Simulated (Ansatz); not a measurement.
# GaP (F-43m): thermal expansion from first principles

How much does GaP expand with temperature?

Experimental results on record:
- volume expansion coefficient 15.9 1e-6/K, heat capacity C_P per formula unit 44.2 J/mol/K and bulk modulus 88.7 GPa near room temperature (given in “High-Throughput Prediction of Finite-Temperature Properties using the Quasi-Harmonic Approximation”, 2016, arXiv:1603.06924)

Method: DFT LDA, scalar-relativistic, plane waves, PAW, in Ansatz 0.2.0.

This is a report of a sequence of runs, with most program output left out.

## 1. The structure

Symmetry: F-43m, No. 216, cubic system. The conventional cell has a = 5.451 Å, b = 5.451 Å, c = 5.451 Å, α = 90.00°, β = 90.00°, γ = 90.00°. Nearest to Ga lie 4 P at 2.36 Å. P has 4 Ga at 2.36 Å nearest. Farther neighbours are not listed.

## 2. A first coarse run

A cheap single point shows whether the cell is a metal or an insulator and how far it is from rest; that sets the k-mesh and the occupations of what follows.

input.yaml reads:

```yaml
crystal:
  lattice:
    - [0.0, 2.72525, 2.72525]
    - [2.72525, 0.0, 2.72525]
    - [2.72525, 2.72525, 0.0]
  atoms:
    - { symbol: Ga, position: [0.0, 0.0, 0.0] }
    - { symbol: P, position: [0.25, 0.25, 0.25] }
kpoints:
  mp_grid: { grid: [6, 6, 6] }
hamiltonian:
  xc: lda
scf:
  occupations: { method: gaussian, width: 0.1 }
output:
  forces: true
  stress: true
  eigenvalues: true
```

Command:

```sh
$ ansatz run input.yaml --threads 4 --pin off --max-ram 16384MiB --backend cpu --events-out ev --progress --plain --runs-dir out
```

Wall time 1.5 s (4 threads of Intel Xeon Platinum 8559C (Emerald Rapids), shared host); peak memory 0.35 GiB; 1.9 s of CPU time.

This step gave:

* pressure: -2.730 GPa
* gap on the k-mesh: 1.491 eV
* volume per atom: 20.24 Å³

The start is under -2.7 GPa at this level and looks like an insulator or semiconductor on this mesh.

## 3. Finding the static equilibrium

Phonons are second derivatives about a minimum, so cell and atoms are relaxed first, inside the symmetry of the start.

input.yaml, the sections that differ from step 2:

```yaml
kpoints:
  mp_grid: { grid: [8, 8, 8] }
scf:
  occupations: { method: gaussian, width: 0.02 }
relax:
  adjacent_minimum: "off"
  f_tol: 0.005
  max_steps: 80
  cell: { stress_tol: 0.05 }
# crystal, hamiltonian, output: as in step 2
```

Wall time 2.5 s (4 threads); peak memory 0.4 GiB.

The steps of the relaxation:

| step | energy less that of the first step (eV) | largest force component (eV/Å) | pressure (GPa) | volume (Å³) |
| --- | --- | --- | --- | --- |
| 1 | 0.0000 | 0.0000 | -2.75 | 40.48 |
| 2 | -0.0107 | 0.0000 | -0.86 | 39.56 |
| 3 | -0.0119 | 0.0000 | 0.05 | 39.15 |
| 4 | -0.0119 | 0.0000 | 0.00 | 39.18 |
| 5* | -0.0115 | 0.0000 | 0.00 | 39.18 |

Relaxation steps marked * repeat the geometry before them on a plane-wave basis chosen anew for their cell, so energy and pressure can jump there.

Forces are held to the 24 operations that the run works with; a distortion that breaks them can't arise in this run.

| conventional cell, symmetrised | before | after | change |
| --- | --- | --- | --- |
| a (Å) | 5.451 | 5.391 | -1.1 % |
| b (Å) | 5.451 | 5.391 | -1.1 % |
| c (Å) | 5.451 | 5.391 | -1.1 % |
| volume (Å³/atom) | 20.24 | 19.59 | -3.2 % |

The relaxed structure:

```xyz
2
Lattice="0.0000 2.6957 2.6957 2.6957 0.0000 2.6957 2.6957 2.6957 0.0000" Properties=species:S:1:pos:R:3 pbc="T T T"
Ga    0.0000    0.0000    0.0000
P     1.3478    1.3478    1.3478
```

This step gave:

| Quantity | Value |
| --- | --- |
| pressure | -0.004617 GPa |
| gap on the k-mesh | 1.431 eV |
| volume per atom | 19.59 Å³ |

The relaxation ends with a pressure of 0.00 GPa.

## 4. Tight relaxation

The relaxation is repeated with tighter thresholds on force and stress, since phonons are sensitive to what is left; a change of mesh or smearing in the input moves the cell too.

input.yaml, the sections that differ from step 3:

```yaml
crystal:
  lattice:
    - [0.0, 2.6956500585, 2.6956500585]
    - [2.6956500585, 0.0, 2.6956500585]
    - [2.6956500585, 2.6956500585, 0.0]
  atoms:
    - { symbol: Ga, position: [0.0, 0.0, 0.0] }
    - { symbol: P, position: [0.25, 0.25, 0.25] }
scf:
  occupations: { method: fixed }
relax:
  adjacent_minimum: "off"
  f_tol: 0.001
  max_steps: 60
  cell: { stress_tol: 0.01 }
# kpoints, hamiltonian, output: as in step 3
```

It took 0.83 s on 4 threads; peak memory 0.38 GiB.

Little changed from the start: no atom moved by 0.005 Å and no cell edge by 0.1 %.

The residual pressure is -0.0046 GPa, small enough for phonons.

## 5. A new level, relaxed again

The functional, the potentials or the cutoff change, so the crystal is relaxed again at the new setting.

Changes to input.yaml since step 4:

```diff
@@ -18,2 +18,8 @@
   eigenvalues: true
+  write_density: true
+  write_potential: true
+  elf: true
+  volumetric_format: npy
+basis:
+  ecutwfc: 550.0
 relax:
```

The job ended after 2 s (4 threads; peak memory 0.42 GiB; 6.8 s of CPU time).

Little changed from the start: no atom moved by 0.005 Å and no cell edge by 0.1 %.

This step gave:

| Property | Result |
| --- | --- |
| pressure | -0.003889 GPa |

Valence density in the ac plane of a cell with a along [110], b along [-110] and c along [001] of the cube at fractional y = 0.000, with atoms of Ga and P within 0.2 Å of it. It is the smooth field of the valence electrons, not physical close to the nuclei.

Values in e/Å³, 8 rows by 16 columns, each cell a mean:
```
10  1  1  1  1  1  1  6 10  1  1  1  1  1  1  6
 0  0  1  1  0  1  0  0  0  0  1  1  0  1  0  0
 0  0  0  1  0  1  0  0  0  0  0  1  0  1  0  0
 0  0  0  0  0  0  0  0  0  0  0  0  0  0  0  0
 0  0  0  0  0  0  0  0  0  0  0  0  0  0  0  0
 0  0  0  0  0  0  0  0  0  0  0  0  0  0  0  0
 1  0  0  0  0  0  0  0  1  0  0  0  0  0  0  0
19  2  0  0  0  0  1 11 19  2  0  0  0  0  1 11
```
Columns run along a (7.6 Å), rows up along c (5.4 Å), edges of the conventional cell, whose origin can differ from the input's. Atoms in or near the plane, at fractional coordinates: Ga at (0.50, 0.00), Ga at (0.00, 0.00), P at (0.75, 0.75), P at (0.25, 0.75).

Electrostatic potential energy in the ac plane of a cell with a along [110], b along [-110] and c along [001] of the cube at fractional y = 0.000, with atoms of Ga and P within 0.2 Å of it. With pseudopotentials it is smooth inside the atoms' cores, unlike the true potential.

Ten even steps from '0' (-55 eV) to '9' (11 eV), each cell a mean:
```
657888887565689889865
668854588666787447876
888610168888873003788
998500058999972002799
999721379999984115899
999876789999998778999
999999999999999999999
999999999999999999999
999999999999999999999
999999999999999999999
999999999999999999999
789999999877899999987
567999997655689999865
657999996565689999866
```
Columns run along a (7.6 Å; values clipped at the 3rd and 97th percentile), rows up along c (5.4 Å), edges of the conventional cell, whose origin can differ from the input's. Atoms in or near the plane, at fractional coordinates: Ga at (0.50, 0.00), Ga at (0.00, 0.00), P at (0.75, 0.75), P at (0.25, 0.75).

ELF in the ac plane of a cell with a along [110], b along [-110] and c along [001] of the cube at fractional y = 0.000, with atoms of Ga and P within 0.2 Å of it. It is the smooth field of the valence electrons, not physical close to the nuclei.

Values, 8 rows by 16 columns, each cell a mean:
```
0.11 0.29 0.66 0.78 0.75 0.76 0.41 0.14 0.11 0.29 0.66 0.78 0.75 0.76 0.41 0.14
0.29 0.61 0.83 0.38 0.21 0.75 0.74 0.36 0.29 0.61 0.83 0.38 0.21 0.75 0.74 0.36
0.15 0.46 0.67 0.42 0.34 0.62 0.58 0.22 0.15 0.46 0.67 0.42 0.34 0.62 0.58 0.22
0.03 0.14 0.43 0.64 0.67 0.52 0.23 0.05 0.03 0.14 0.43 0.64 0.67 0.52 0.23 0.05
0.03 0.03 0.08 0.16 0.18 0.11 0.04 0.03 0.03 0.03 0.08 0.16 0.18 0.11 0.04 0.03
0.16 0.11 0.05 0.02 0.02 0.03 0.08 0.15 0.16 0.11 0.05 0.02 0.02 0.03 0.08 0.15
0.25 0.24 0.15 0.05 0.04 0.11 0.22 0.26 0.25 0.24 0.15 0.05 0.04 0.11 0.22 0.26
0.10 0.20 0.30 0.33 0.32 0.32 0.25 0.10 0.10 0.20 0.30 0.33 0.32 0.32 0.25 0.10
```
Columns run along a (7.6 Å), rows up along c (5.4 Å), edges of the conventional cell, whose origin can differ from the input's. Atoms in or near the plane, at fractional coordinates: Ga at (0.50, 0.00), Ga at (0.00, 0.00), P at (0.75, 0.75), P at (0.25, 0.75).

The residual pressure is -0.0039 GPa, small enough for phonons.

## 6. Phonons on strained cells, cutoff 550 eV, k-mesh 8×8×8

The study relaxes the crystal at several strains, solves the phonons on some of them and minimises the free energy at each temperature (static energy, vibrations, the electrons in a metal, and PV under a set pressure); the q-mesh sets how far the force constants reach.

input.yaml, the sections that differ from step 5:

```yaml
crystal:
  lattice:
    - [0.0, 2.6955639825, 2.6955639825]
    - [2.6955639825, 0.0, 2.6955639825]
    - [2.6955639825, 2.6955639825, 0.0]
  atoms:
    - { symbol: Ga, position: [0.0, 0.0, 0.0] }
    - { symbol: P, position: [0.25, 0.25, 0.25] }
output:
  eigenvalues: true
phonons:
  method: dfpt
  qmesh: [4, 4, 4]
  temperatures: { t_max: 800.0, t_step: 50 }
  thermal_expansion: {}
# kpoints, hamiltonian, scf, basis: as in step 5
# relax: removed
```

Run time: 4.6 min. Hardware: 4 threads; peak memory 1.3 GiB.

Numbers from this step:

```yaml
pressure: -0.003884 GPa
volume_expansion_coefficient_at_298_k: 14.89 1e-6/K
c_p_at_298_k: 21.77 J/mol-atom/K
entropy_at_298_k: 25.93 J/mol-atom/K
isothermal_bulk_modulus_at_298_k: 86.86 GPa
grueneisen_parameter_at_298_k: 0.7077
volume_at_298_k: 19.72 Å³/atom
principal_linear_expansion_coefficients_at_298_k: 4.964, 4.964, 4.964 1e-6/K
```

Strained cells of the study; zero-point energy where phonons were solved; the pressures are stresses at a fixed cutoff and can carry an offset from the finite basis. Expansion cells, by row:

| cell | \|a\| (Å) | \|b\| (Å) | \|c\| (Å) | V (Å³/atom) | E - E_lowest (meV/atom) | pressure, compression positive (GPa) | gap (eV) | zero-point energy (meV/atom) |
| --- | --- | --- | --- | --- | --- | --- | --- | --- |
| 1 | 3.812 | 3.812 | 3.812 | 19.59 | 0 | -0.011 | 1.431 | - |
| 2 | 3.843 | 3.843 | 3.843 | 20.06 | 3.099 | -2.054 | 1.478 | - |
| 3 | 3.782 | 3.782 | 3.782 | 19.12 | 3.2 | 2.262 | 1.38 | - |
| 4 | 3.812 | 3.812 | 3.812 | 19.59 | 0 | -0.029 | 1.431 | 46.62 |
| 5 | 3.831 | 3.831 | 3.831 | 19.89 | 1.257 | -1.332 | 1.462 | 45.87 |
| 6 | 3.821 | 3.821 | 3.821 | 19.73 | 0.291 | -0.654 | 1.446 | 46.27 |
| 7 | 3.839 | 3.839 | 3.839 | 20.01 | 2.479 | -1.847 | 1.474 | 45.55 |
| 8 | 3.775 | 3.775 | 3.775 | 19.01 | 4.978 | 2.853 | 1.367 | - |
| 9 | 3.793 | 3.793 | 3.793 | 19.3 | 1.21 | 1.365 | 1.399 | - |
| 10 | 3.853 | 3.853 | 3.853 | 20.22 | 5.489 | -2.691 | 1.49 | - |

Quasi-harmonic; a, b, c are the run's own cell vectors. Expansion, by row:

| T (K) | a (Å) | b (Å) | c (Å) | alpha (deg) | beta (deg) | gamma (deg) | cell volume (Å³/cell) | alpha_a (1e-6/K) | alpha_b (1e-6/K) | alpha_c (1e-6/K) | alpha_V (1e-6/K) | C_P (J/mol-atom/K) | C_V (J/mol-atom/K) | S (J/mol-atom/K) | B_T (GPa) | B_S (GPa) | Grueneisen | extrapolation | fit error (1e-6/K) |
| --- | --- | --- | --- | --- | --- | --- | --- | --- | --- | --- | --- | --- | --- | --- | --- | --- | --- | --- | --- |
| 0 | 3.818 | 3.818 | 3.818 | 60 | 60 | 60 | 39.35 | 0 | 0 | 0 | 0 | 0 | 0 | 0 | 88.83 | 88.83 | - | 0 | 0 |
| 50 | 3.818 | 3.818 | 3.818 | 60 | 60 | 60 | 39.35 | -0.15 | -0.15 | -0.15 | -0.44 | 4.775 | 4.775 | 2.155 | 88.8 | 88.8 | -0.096 | 0 | 0 |
| 100 | 3.818 | 3.818 | 3.818 | 60 | 60 | 60 | 39.35 | 1.02 | 1.02 | 1.02 | 3.05 | 10.96 | 10.96 | 7.441 | 88.59 | 88.6 | 0.292 | 0 | 0 |
| 150 | 3.818 | 3.818 | 3.818 | 60 | 60 | 60 | 39.36 | 2.6 | 2.6 | 2.6 | 7.8 | 15.68 | 15.67 | 12.84 | 88.24 | 88.29 | 0.52 | 0 | 0 |
| 200 | 3.819 | 3.819 | 3.819 | 60 | 60 | 60 | 39.38 | 3.74 | 3.74 | 3.74 | 11.22 | 18.73 | 18.7 | 17.8 | 87.8 | 87.93 | 0.625 | 0 | 0.01 |
| 250 | 3.82 | 3.82 | 3.82 | 60 | 60 | 60 | 39.41 | 4.48 | 4.48 | 4.48 | 13.45 | 20.61 | 20.56 | 22.2 | 87.33 | 87.53 | 0.678 | 0 | 0.01 |
| 298.1 | 3.821 | 3.821 | 3.821 | 60 | 60 | 60 | 39.43 | 4.96 | 4.96 | 4.96 | 14.89 | 21.77 | 21.7 | 25.93 | 86.86 | 87.13 | 0.708 | 0 | 0.01 |
| 300 | 3.821 | 3.821 | 3.821 | 60 | 60 | 60 | 39.44 | 4.98 | 4.98 | 4.98 | 14.94 | 21.81 | 21.74 | 26.07 | 86.84 | 87.11 | 0.709 | 0 | 0.01 |
| 350 | 3.822 | 3.822 | 3.822 | 60 | 60 | 60 | 39.47 | 5.33 | 5.33 | 5.33 | 15.98 | 22.6 | 22.51 | 29.5 | 86.34 | 86.69 | 0.728 | 0 | 0.01 |
| 400 | 3.823 | 3.823 | 3.823 | 60 | 60 | 60 | 39.5 | 5.58 | 5.58 | 5.58 | 16.74 | 23.16 | 23.04 | 32.55 | 85.83 | 86.25 | 0.742 | 0 | 0.01 |
| 450 | 3.824 | 3.824 | 3.824 | 60 | 60 | 60 | 39.53 | 5.78 | 5.78 | 5.78 | 17.33 | 23.56 | 23.42 | 35.3 | 85.31 | 85.81 | 0.752 | 0 | 0.01 |
| 500 | 3.825 | 3.825 | 3.825 | 60 | 60 | 60 | 39.57 | 5.94 | 5.94 | 5.94 | 17.81 | 23.86 | 23.7 | 37.8 | 84.8 | 85.37 | 0.759 | 0 | 0.01 |
| 550 | 3.826 | 3.826 | 3.826 | 60 | 60 | 60 | 39.6 | 6.07 | 6.07 | 6.07 | 18.21 | 24.09 | 23.91 | 40.09 | 84.28 | 84.93 | 0.766 | 0 | 0.01 |
| 600 | 3.827 | 3.827 | 3.827 | 60 | 60 | 60 | 39.64 | 6.19 | 6.19 | 6.19 | 18.56 | 24.28 | 24.07 | 42.19 | 83.76 | 84.48 | 0.771 | 0 | 0.01 |
| 650 | 3.828 | 3.828 | 3.828 | 60 | 60 | 60 | 39.68 | 6.29 | 6.29 | 6.29 | 18.87 | 24.43 | 24.2 | 44.14 | 83.24 | 84.03 | 0.776 | 0 | 0.01 |
| 700 | 3.83 | 3.83 | 3.83 | 60 | 60 | 60 | 39.71 | 6.39 | 6.39 | 6.39 | 19.16 | 24.55 | 24.3 | 45.96 | 82.72 | 83.58 | 0.78 | 0 | 0.02 |
| 750 | 3.831 | 3.831 | 3.831 | 60 | 60 | 60 | 39.75 | 6.47 | 6.47 | 6.47 | 19.42 | 24.66 | 24.38 | 47.65 | 82.2 | 83.13 | 0.784 | 0 | 0.03 |
| 800 | 3.832 | 3.832 | 3.832 | 60 | 60 | 60 | 39.79 | 6.55 | 6.55 | 6.55 | 19.66 | 24.75 | 24.45 | 49.25 | 81.68 | 82.69 | 0.787 | 0 | 0.04 |

Expansion coefficient against temperature; values in 1e-6/K:

| temperature (K) | volume | principal 1 |
| --- | --- | --- |
| 0 | 0 | 0 |
| 50 | -0.44 | -0.15 |
| 100 | 3.05 | 1.02 |
| 150 | 7.8 | 2.6 |
| 200 | 11.2 | 3.74 |
| 250 | 13.4 | 4.48 |
| 298 | 14.9 | 4.96 |
| 300 | 14.9 | 4.98 |
| 350 | 16.0 | 5.33 |
| 400 | 16.7 | 5.58 |
| 450 | 17.3 | 5.78 |
| 500 | 17.8 | 5.94 |
| 550 | 18.2 | 6.07 |
| 600 | 18.6 | 6.19 |
| 650 | 18.9 | 6.29 |
| 700 | 19.2 | 6.39 |
| 750 | 19.4 | 6.47 |
| 800 | 19.7 | 6.55 |

At 298 K the volume expansion is 14.9 × 10⁻⁶/K and B_T is 86.9 GPa.

## 7. Phonons on strained cells, cutoff 487.2 eV, k-mesh 12×12×12

Thermal expansion follows from how the free energy of the vibrations (and of the electrons in a metal) changes with strain, so the program makes strained cells, their phonons and a fit in one run.

input.yaml, the sections that differ from step 6:

```yaml
crystal:
  lattice:
    - [0.0, 2.6956500585, 2.6956500585]
    - [2.6956500585, 0.0, 2.6956500585]
    - [2.6956500585, 2.6956500585, 0.0]
  atoms:
    - { symbol: Ga, position: [0.0, 0.0, 0.0] }
    - { symbol: P, position: [0.25, 0.25, 0.25] }
kpoints:
  mp_grid: { grid: [12, 12, 12] }
# hamiltonian, scf, output, phonons: as in step 6
# basis: removed
```

It took 12 min on 4 threads; peak memory 2.8 GiB.

Numbers from this step:

| Quantity | Value |
| --- | --- |
| pressure | -0.008358 GPa |
| gap on the k-mesh | 1.386 eV |
| volume expansion coefficient at 298 K | 14.94 1e-6/K |
| entropy at 298 K | 25.94 J/mol-atom/K |
| isothermal bulk modulus at 298 K | 86.73 GPa |
| Grüneisen parameter at 298 K | 0.7090 |
| principal linear expansion coefficients at 298 K | 4.98, 4.98, 4.98 1e-6/K |

Strained cells of the study; zero-point energy where phonons were solved; the pressures are stresses at a fixed cutoff and can carry an offset from the finite basis. Expansion cells, by row:

| cell | \|a\| (Å) | \|b\| (Å) | \|c\| (Å) | V (Å³/atom) | E - E_lowest (meV/atom) | pressure, compression positive (GPa) | gap (eV) | zero-point energy (meV/atom) |
| --- | --- | --- | --- | --- | --- | --- | --- | --- |
| 1 | 3.812 | 3.812 | 3.812 | 19.59 | 0 | -0.022 | 1.386 | - |
| 2 | 3.843 | 3.843 | 3.843 | 20.06 | 3.108 | -2.061 | 1.427 | - |
| 3 | 3.782 | 3.782 | 3.782 | 19.13 | 3.183 | 2.248 | 1.343 | - |
| 4 | 3.812 | 3.812 | 3.812 | 19.59 | 0 | -0.034 | 1.387 | 46.61 |
| 5 | 3.831 | 3.831 | 3.831 | 19.89 | 1.256 | -1.336 | 1.413 | 45.86 |
| 6 | 3.821 | 3.821 | 3.821 | 19.73 | 0.292 | -0.661 | 1.399 | 46.25 |
| 7 | 3.839 | 3.839 | 3.839 | 20.01 | 2.49 | -1.854 | 1.423 | 45.54 |
| 8 | 3.775 | 3.775 | 3.775 | 19.01 | 4.972 | 2.843 | 1.332 | - |
| 9 | 3.793 | 3.793 | 3.793 | 19.3 | 1.209 | 1.357 | 1.36 | - |
| 10 | 3.853 | 3.853 | 3.853 | 20.22 | 5.513 | -2.7 | 1.441 | - |

(Part 1 of 2 ends here.)

[Logs are printed without paths, hosts, clocks, repeated set-up lines and the standing remarks that a program may print on its own settings, such as how far it seeks lower states.]

[Hosts, paths, dates, database ids (printed as entryN), source tags and the programs' standing remarks are cut or masked in the printed files.]

[A step with changed settings may run another functional than the one named; its input shows which.]
